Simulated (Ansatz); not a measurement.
G0W0 rungs for KSrBiWO6 (F-43m).

```xyz
10
Lattice="0.0000 4.2724 4.2724 4.2724 0.0000 4.2724 4.2724 4.2724 0.0000" Properties=species:S:1:pos:R:3 pbc="T T T"
K     2.1362    2.1362    2.1362
Sr    6.4086    6.4086    6.4086
Bi    0.0000    0.0000    0.0000
W     4.2724    4.2724    4.2724
O     2.3372    4.2724    4.2724
O     6.2076    4.2724    4.2724
O     4.2724    4.2724    6.2076
O     4.2724    4.2724    2.3372
O     4.2724    2.3372    4.2724
O     4.2724    6.2076    4.2724
```

The cell is the Materials Project's (PBE, PBE+U or r2SCAN) relaxed one; the ions were relaxed with PBE or PBE+U in the database cell. Spin-orbit coupling is left out unless a run names it.

Runs so far (Ansatz 0.2.0, start PBE, PAW set soft_1 files, 4×4×4 mesh). Times are wall times on 1 × NVIDIA H100 80GB HBM3 (shared by 6 runs) with 2 threads of AMD EPYC 7R13 (Zen 3), shared host, good to a factor of about two.

```csv
bands summed,cutoff (eV),gap on the mesh (eV),time
182,54,2.743,12 s
439,108,2.787,24 s
```

Q: What should the next rung give, with 897 bands and screening to 180 eV, and where is the limit?

The error falls about as one over the bands when the cutoff rises with them. A line through the two highest rungs given predicts 2.802 eV; the run gave 2.935 eV, a miss of 0.133 eV, so the law fails here: the steps don't follow it yet. The two highest rungs put the limit near 3.078 eV, the pair below near 2.818 eV; neither can be trusted until a further rung is run.

Gaps are over the mesh's points; an edge off the mesh would be missed. Limits: not at the basis limit; no spin-orbit coupling.

[Paths, hosts, dates, memory and timing lines, banners, echoed tables and standing remarks are left out of the program output.]

[Logs are printed without paths, hosts, clocks, repeated set-up lines and the standing remarks that a program may print on its own settings, such as how far it seeks lower states.]

[Runs of the session that timed out or met a known fault of the program may be left out.]

[Cells called generated may have been cut or substituted from an entry of the Crystallography Open Database or the Materials Project.]

[Hosts, paths, dates, database ids (printed as entryN), source tags and the programs' standing remarks are cut or masked in the printed files.]
